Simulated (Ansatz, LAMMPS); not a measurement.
# Amorphous 93SiO2-7Al2O3 (mol %) (88 atoms): geometry optimisation

How does amorphous 93SiO2-7Al2O3 (mol %) (88 atoms) relax, and what do bonds, charges and levels look like afterwards?

Main program and level: Ansatz 0.2.0; Kohn-Sham DFT, PBE, PAW (set soft_2), plane waves.

## Step 1: The structure

The cell holds 88 atoms: 26 Si, 4 Al and 58 O. Cell: a = 10.886 Å, b = 10.886 Å, c = 10.886 Å, α = 90.0°, β = 90.0°, γ = 90.0°. 88 atoms (26 Si, 4 Al, 58 O) placed at random at 2.27 g/cm³, melted at 5000 K for 10 ps at fixed volume with the Morse and Coulomb pair potential with partial charges (Pedone, Malavasi, Menziani, Cormack and Segre, J. Phys. Chem. B 110, 11780 (2006)). Quenched from 5000 K to 300 K at 50 K/ps and fixed volume, held 5 ps, then minimised at fixed cell.

Before any run, some limits are plain. The quench rate of 50 K/ps is many orders above laboratory rates, so the cell is likely richer in defects and strain than a real sample. The starting topology of bonds comes from the classical model. Only the Γ point is sampled in the main run, in a cell whose shortest periodic width is 11 Å.

## Step 2: Making the structure

A classical potential supplies the starting structure, since it reaches far longer times than DFT.

This step: classical MD, Morse and Coulomb pair potential with partial charges (Pedone, Malavasi, Menziani, Cormack and Segre, J. Phys. Chem. B 110, 11780 (2006)) (LAMMPS 22 Jul 2025 - Update 4).

Contents of in.lmp:

```
# melt-quench of Si26Al4O58
units metal
atom_style charge
boundary p p p
region box block 0 10.8863 0 10.8863 0 10.8863
create_box 3 box
mass 1 28.0850   # Si
mass 2 26.9815   # Al
mass 3 15.9990   # O
create_atoms 1 random 26 41489 NULL overlap 1.5 maxtry 2000
create_atoms 2 random 4 41496 NULL overlap 1.5 maxtry 2000
create_atoms 3 random 58 41503 NULL overlap 1.5 maxtry 2000
pair_style hybrid/overlay pedone 5.5 coul/long 8.0
pair_coeff * * coul/long
pair_coeff 1 3 pedone 0.340554 2.006700 2.100000 1   # Si-O
pair_coeff 2 3 pedone 0.361581 1.900442 2.164818 0.9   # Al-O
pair_coeff 3 3 pedone 0.042395 1.379316 3.618701 22   # O-O
set type 1 charge 2.4
set type 2 charge 1.8
set type 3 charge -1.2
kspace_style pppm 1.0e-4
neigh_modify delay 0 every 1 check yes
thermo_style custom step time temp pe press density
thermo_modify norm yes
timestep 0.002
thermo 100
min_style cg
minimize 1e-4 1e-4 200 2000
reset_timestep 0
velocity all create 5000 41490 mom yes dist gaussian
fix lim all nve/limit 0.05
fix lan all langevin 5000 5000 0.2 41491 zero yes
thermo 500
run 1000 post no
# [... 10 lines left out ...]
thermo 1250
fix md all nvt temp 300 300 0.2
run 2500 post no
unfix md
thermo 100
min_style cg
minimize 0 1e-3 2000 20000
write_dump all custom glass.dump id type xs ys zs modify sort id
```

On the command line:

```bash
> lmp -in in.lmp -log none -nocite
```

Output:

```text
LAMMPS (22 Jul 2025 - Update 4)
Created orthogonal box = (0 0 0) to (10.8863 10.8863 10.8863)
Created 26 atoms
Created 4 atoms
Created 58 atoms
PPPM initialization ...
  G vector (1/distance) = 0.38255192
  grid = 12 12 12
  estimated relative force accuracy = 6.2535613e-05
   Step          Time           Temp          PotEng         Press         Density
         0   0              0             -4.2692797      412128.29      2.2730974
        85   0.17           0             -16.9644       -33094.461      2.2730974
Loop time of 0.0515412 s on 1 MPI rank(s) for 85 steps with 88 atoms
Minimization stats:
  Stopping criterion = energy tolerance
[... 36 lines left out ...]
     55000   110            292.36539     -17.223481     -29638.803      2.2730974
     55500   111            310.45584     -17.221966     -15690.794      2.2730974
Loop time of 0.947525 s on 1 MPI rank(s) for 2500 steps with 88 atoms
   Step          Time           Temp          PotEng         Press         Density
     55500   111            310.45584     -17.221966     -15690.794      2.2730974
     55514   111.028        310.45584     -17.260847     -25013.025      2.2730974
Loop time of 0.0300269 s on 1 MPI rank(s) for 14 steps with 88 atoms
Minimization stats:
  Stopping criterion = linesearch alpha is zero
  Energy initial, next-to-last, final =
     -17.2219659033688  -17.2608472319225  -17.2608472319225
  Force two-norm initial, final = 12.684935 0.68089668
  Iterations, force evaluations = 14 63
```

The job ended after 23 s (1 thread of Intel Xeon at 2.60GHz (Ice Lake), shared host; peak memory 0.07 GiB).

## Step 3: Single point at the start

The forces at the start show how far the geometry lies from a minimum of this functional.

Contents of input.yaml:

```yaml
crystal:
  lattice:
    - [10.8863, 0.0, 0.0]
    - [0.0, 10.8863, 0.0]
    - [0.0, 0.0, 10.8863]
  atoms:
    - { symbol: Si, position: [0.23932, 0.82348, 0.25283] }
    - { symbol: Si, position: [0.54615, 0.68464, 0.64479] }
    - { symbol: Si, position: [0.15627, 0.06762, 0.35486] }
    - { symbol: Si, position: [0.06982, 0.8944, 0.56478] }
    - { symbol: Si, position: [0.87796, 0.04036, 0.72313] }
    - { symbol: Si, position: [0.19536, 0.51997, 0.83686] }
    - { symbol: Si, position: [0.87834, 0.73168, 0.11974] }
    - { symbol: Si, position: [0.62736, 0.93423, 0.76265] }
    - { symbol: Si, position: [0.86604, 0.32173, 0.64275] }
    - { symbol: Si, position: [0.46728, 0.54899, 0.87746] }
    - { symbol: Si, position: [0.09559, 0.21044, 0.11795] }
    - { symbol: Si, position: [0.35526, 0.1764, 0.00299] }
    - { symbol: Si, position: [0.71355, 0.50987, 0.49632] }
    - { symbol: Si, position: [0.93273, 0.00823, 0.01584] }
    - { symbol: Si, position: [0.4819, 0.44048, 0.32775] }
    - { symbol: Si, position: [0.67308, 0.34931, 0.846] }
    - { symbol: Si, position: [0.47024, 0.16279, 0.74228] }
    - { symbol: Si, position: [0.35054, 0.22599, 0.48106] }
    - { symbol: Si, position: [0.20522, 0.55157, 0.31842] }
    - { symbol: Si, position: [0.04053, 0.47938, 0.08083] }
    - { symbol: Si, position: [0.13714, 0.41054, 0.56847] }
    - { symbol: Si, position: [0.59836, 0.30217, 0.11544] }
    - { symbol: Si, position: [0.36239, 0.8835, 0.0128] }
    - { symbol: Si, position: [0.73831, 0.08411, 0.2312] }
    - { symbol: Si, position: [0.49238, 0.80764, 0.39175] }
    - { symbol: Si, position: [0.88272, 0.73424, 0.41518] }
    - { symbol: Al, position: [0.6477, 0.89057, 0.05282] }
    - { symbol: Al, position: [0.56372, 0.68975, 0.12586] }
    - { symbol: Al, position: [0.25927, 0.78806, 0.75686] }
    - { symbol: Al, position: [0.71186, 0.96415, 0.48196] }
    - { symbol: O, position: [0.13581, 0.4972, 0.19762] }
    - { symbol: O, position: [0.42368, 0.19524, 0.60694] }
    - { symbol: O, position: [0.19333, 0.85381, 0.63326] }
    - { symbol: O, position: [0.67981, 0.32966, 0.99339] }
    - { symbol: O, position: [0.56465, 0.92441, 0.44433] }
    - { symbol: O, position: [0.66506, 0.93246, 0.9037] }
    - { symbol: O, position: [0.23414, 0.23392, 0.06448] }
    - { symbol: O, position: [0.8934, 0.0356, 0.8722] }
    - { symbol: O, position: [0.188, 0.69605, 0.30038] }
    - { symbol: O, position: [0.89435, 0.74888, 0.2663] }
    - { symbol: O, position: [0.59758, 0.23526, 0.78166] }
    - { symbol: O, position: [0.82371, 0.59718, 0.44241] }
    - { symbol: O, position: [0.49782, 0.83399, 0.05371] }
    - { symbol: O, position: [0.54373, 0.41508, 0.19449] }
    - { symbol: O, position: [0.59764, 0.48608, 0.40756] }
    - { symbol: O, position: [0.72611, 0.74101, 0.08934] }
    - { symbol: O, position: [0.22875, 0.30189, 0.52767] }
    - { symbol: O, position: [0.37351, 0.18855, 0.85327] }
    - { symbol: O, position: [0.6067, 0.80229, 0.70795] }
    - { symbol: O, position: [0.78397, 0.82839, 0.46634] }
    - { symbol: O, position: [0.77023, 0.06254, 0.37186] }
    - { symbol: O, position: [0.99763, 0.37047, 0.59752] }
    - { symbol: O, position: [0.80115, 0.36513, 0.77521] }
    - { symbol: O, position: [0.76929, 0.38181, 0.54608] }
    - { symbol: O, position: [0.36323, 0.84301, 0.33245] }
    - { symbol: O, position: [0.10257, 0.17149, 0.26249] }
    - { symbol: O, position: [0.4523, 0.64042, 0.75322] }
    - { symbol: O, position: [0.73895, 0.9923, 0.67389] }
    - { symbol: O, position: [0.88116, 0.17568, 0.66654] }
    - { symbol: O, position: [0.57481, 0.45896, 0.83513] }
    - { symbol: O, position: [0.33403, 0.49007, 0.88669] }
    - { symbol: O, position: [0.35696, 0.02973, 0.03114] }
    - { symbol: O, position: [0.43163, 0.31495, 0.39389] }
    - { symbol: O, position: [0.84441, 0.06476, 0.12349] }
    - { symbol: O, position: [0.50896, 0.60541, 0.00494] }
    - { symbol: O, position: [0.1621, 0.94472, 0.27148] }
    - { symbol: O, position: [0.51256, 0.02172, 0.74568] }
    - { symbol: O, position: [0.08895, 0.01287, 0.47461] }
    - { symbol: O, position: [0.97351, 0.94658, 0.66632] }
    - { symbol: O, position: [0.28922, 0.1177, 0.40176] }
    - { symbol: O, position: [0.05294, 0.08899, 0.04011] }
    - { symbol: O, position: [0.15103, 0.50278, 0.44876] }
    - { symbol: O, position: [0.27306, 0.8154, 0.10893] }
    - { symbol: O, position: [0.18788, 0.66391, 0.81034] }
    - { symbol: O, position: [0.01111, 0.33129, 0.09722] }
    - { symbol: O, position: [0.4779, 0.2333, 0.06167] }
    - { symbol: O, position: [0.65165, 0.97612, 0.18012] }
    - { symbol: O, position: [0.92751, 0.85805, 0.04759] }
    - { symbol: O, position: [0.35426, 0.51966, 0.31589] }
    - { symbol: O, position: [0.64901, 0.58669, 0.60774] }
    - { symbol: O, position: [0.33279, 0.85384, 0.87418] }
    - { symbol: O, position: [0.47776, 0.72338, 0.51905] }
    - { symbol: O, position: [0.00576, 0.78218, 0.48859] }
    - { symbol: O, position: [0.67343, 0.2137, 0.20478] }
    - { symbol: O, position: [0.18153, 0.45934, 0.70226] }
    - { symbol: O, position: [0.10255, 0.48684, 0.94634] }
    - { symbol: O, position: [0.94169, 0.59781, 0.08905] }
    - { symbol: O, position: [0.55293, 0.724, 0.28046] }
kpoints:
  mp_grid: { grid: [1, 1, 1] }
hamiltonian:
  xc: pbe
scf:
  occupations: { method: fermi_dirac, width: 0.025 }
output:
  forces: true
```

On the command line:

```bash
> ansatz run input.yaml --threads 4 --pin off --max-ram 8192MiB --backend cpu --events-out ev --progress --plain --runs-dir out
```

Output:

```text
Engine: ansatz 0.2.0, x86_64-unknown-linux-gnu
Pseudopotentials: kind: paw
Pseudopotential: Si, paw, valence charge 4, recommended cutoff 420 eV (normal), Si.paw.azcp
Pseudopotential: Al, paw, valence charge 3, recommended cutoff 420 eV (normal), Al.paw.azcp
Pseudopotential: O, paw, valence charge 6, recommended cutoff 420 eV (normal), O.paw.azcp
[... 5 lines on functional and potentials left out ...]
Crystal: 88 atoms, lattice volume = 1290.152 Å³
Basis set: ecut = 420 eV, 25269 PW (Γ), exchange–correlation on 150×150×150 points (8 copies of the dense FFT grid, shifted against one another)
Bands: 320, of which v1, the nominal top of the filled ones, is band 232 counted from 1 (231 counted from 0)
Symmetry: 1 space group operations
Space group: P1 (ITA 1), of the structure as read, at distance tolerance 1.1e-4 Å
k-points: 1
[... 7 lines on functional and potentials left out ...]
Initial density: superposition of atomic densities (neutral atoms: chi_scale 0, normalization atom), corrected by the library's trained network
Initial wavefunctions: pseudopotential atomic-orbital guess
Functional: x = pbe(κ = 0.804, μ = 0.219515), c = pbe(β = 0.066725)
SCF iter   1: F=—  HF=-51683.579761 eV  |F-HF|=—  |Δ(HF+E_count)|=         —  Δρ=1.92e-3  dr2=4.88e-2  ethr=1.77e-3  ⟨swp⟩=6.0  Hψ=1538  notcnv=0  defer=48
preconditioner: auto → Resta (q_TF=auto, 2.301 Å⁻¹)  ε∞=2.9  [insulator: Δε(μ)=4.023 eV  Ē_g=16.108 eV  σ=0.025 eV  W_gap=1.00  n_scr=250 (ndim 8)  ℏωp=22.3 eV  f_vac=0.220  D(μ)=0.00/eV (n_scr^D=0)  ε∞_Penn≈2.9]
SCF iter   2: F=—  HF=-51683.587238 eV  |F-HF|=—  |Δ(HF+E_count)|=   7.48e-3  Δρ=9.45e-4  dr2=1.11e-2  ethr=1.05e-5  ⟨swp⟩=2.0  Hψ=544  notcnv=0  defer=83
SCF iter   3: F=—  HF=-51683.591200 eV  |F-HF|=—  |Δ(HF+E_count)|=   3.96e-3  Δρ=3.77e-4  dr2=2.51e-3  ethr=2.39e-6  ⟨swp⟩=2.0  Hψ=416  notcnv=0  defer=32
automatic band count: iteration 3 solves 269 bands in place of 320: the levels show a gap, and the empty bands left out lie too high to hold charge; the band table lists the bands solved (type scf.n_extra_bands for more)
SCF iter   4: F=—  HF=-51683.591436 eV  |F-HF|=—  |Δ(HF+E_count)|=   2.37e-4  Δρ=1.11e-4  dr2=2.04e-4  ethr=5.40e-7  ⟨swp⟩=2.0  Hψ=405  notcnv=0  defer=32
SCF iter   5: F=—  HF=-51683.591452 eV  |F-HF|=—  |Δ(HF+E_count)|=   1.58e-5  Δρ=6.19e-5  dr2=4.01e-5  ethr=4.40e-8  ⟨swp⟩=2.0  Hψ=412  notcnv=0  defer=32
SCF iter   6: F=—  HF=-51683.590467 eV  |F-HF|=—  |Δ(HF+E_count)|=   9.85e-4  Δρ=1.99e-5  dr2=4.27e-6  ethr=8.64e-9  ⟨swp⟩=2.0  Hψ=469  notcnv=0  defer=32
SCF iter   7: F=—  HF=-51683.590466 eV  |F-HF|=—  |Δ(HF+E_count)|=   6.81e-7  Δρ=5.53e-6  dr2=4.79e-7  ethr=9.20e-10  ⟨swp⟩=2.0  Hψ=419  notcnv=0  defer=32
SCF iter   8: F=—  HF=-51683.590466 eV  |F-HF|=—  |Δ(HF+E_count)|=   1.19e-7  Δρ=4.47e-6  dr2=1.99e-7  ethr=2.16e-11  ⟨swp⟩=5.0  Hψ=959  notcnv=0
SCF iter   9: F=-51683.590466 eV  HF=-51683.590466 eV  |F-HF|=1.37e-8  |Δ(HF+E_count)|=   7.58e-8  Δρ=8.39e-7  dr2=9.96e-9  ethr=2.16e-11  ⟨swp⟩=4.0  Hψ=916  notcnv=0
SCF 1 converged in 9 iterations: F = -51683.590466 eV  dr2 = 9.96e-9
  greatest PAW one-centre occupation: 0.865 electrons in one spin orbital (limit 2), on the O atom at site 76 (counted from 0), in its partial waves of l = 0
SCF converged after 9 iterations
Free energy (F): -51683.590466 eV
Harris-Foulkes:  -51683.590466 eV  (|F-HF|=1.37e-8)
Internal energy: -51683.590466 eV  (E = F + TS)
E sigma→0 (E₀):  -51683.590466 eV
Fermi energy:    4.149094 eV
--- Per-component energies (eV) ---
  E_band       = -2514.873429
  E_kinetic    = 11624.554840
  E_local      = -35217.618614  (includes V_loc(G=0)·N_el)
  E_nonlocal   = 3448.589154
  E_hartree    = 13349.262175
  E_xc         = -5909.381557
  E_vxc        = -6841.126555  (∫ρ·V_xc dr)
  E_paw        = -24437.135787  (= ΣΔE_a)
  E_vpaw       = -2227.950563  (= ΣTr[D̂ρ^β])
  E_aug_tail   = 0.149677  (compensation charges beyond the density's cutoff)
  E_ewald      = -14542.010355
  E_smearing   = -0.000000  (= −TS)
  E_closure    = -0.000000  (closes the sum)
  Σ components = -51683.590466   (vs F -51683.590466, Δ=0.00e0)
--- Forces (eV/Å), atoms counted from 1 ---
  atom   1  Si     2.20684367     0.22112006     0.16018183
  atom   2  Si    -0.00206870    -0.03220069    -0.86287363
  atom   3  Si     0.81952383    -0.60043375    -0.07701492
  atom   4  Si    -0.46416513     0.06583925    -0.74050328
  atom   5  Si    -0.17351966    -0.25029998     0.96370549
  atom   6  Si     1.11553968     1.14535356    -0.41141448
  atom   7  Si    -0.34422132     0.73711440     0.37020135
  atom   8  Si     0.22006998     0.11849336     1.17023561
  atom   9  Si    -0.83111235     0.57492276     0.88388899
  atom  10  Si     0.43365629     0.51101565    -0.73110202
  atom  11  Si     0.58856415    -0.94770113    -0.21429432
  atom  12  Si     1.10160506    -1.05288630    -0.55003579
  atom  13  Si    -0.26186759     1.39791960     0.39533774
  atom  14  Si    -1.56754659    -0.12431938     1.14272557
[...]
atom  87  O     -0.15676959    -0.67044338    -0.56098282
  atom  88  O      0.31769597    -0.64089625     0.02502549
  max |Σ_I F_I| component: 3.69e-5 eV/Å
```

It took 8.1 s on 4 threads of Intel Xeon at 2.60GHz (Ice Lake), shared host; peak memory 1.5 GiB.

Numbers from this run:

```yaml
free_energy: -51683.5905 eV
free_energy_per_atom: -587.3135 eV/atom
scf_cycles: 9
r_m_s_force_component: 0.6514 eV/Å
longest_force: 2.224 eV/Å
fermi_energy: 4.149 eV
```

The r.m.s. force component of 0.65 eV/Å sets the starting point.

Neighbours are counted within 2.08 Å (O-Si), 2.19 Å (O-Al).

Length of the force by element and coordination:

```
element  coordination  atoms  mean length of the force (eV/Å)  spread  least   most
     Al           all      4                            0.797   0.289  0.541   1.27
     Al             3      1                            0.576       0  0.576  0.576
     Al             4      3                            0.871   0.299  0.541   1.27
      O           all     58                            0.886   0.320  0.108   1.50
      O             2     55                            0.882   0.325  0.108   1.50
      O             3      3                            0.954   0.200  0.680   1.15
     Si           all     26                             1.42   0.453  0.648   2.22
```

[end of part 1 of 4]

[Long decimals in the printed logs are rounded to 6 places.]

[Logs are printed without paths, hosts, clocks, repeated set-up lines and the standing remarks that a program may print on its own settings, such as how far it seeks lower states.]

[Hosts, paths, dates, database ids (printed as entryN), source tags and the programs' standing remarks are cut or masked in the printed files.]

[A walk said to have stopped at its limit may instead have ended on an SCF cycle that didn't converge.]
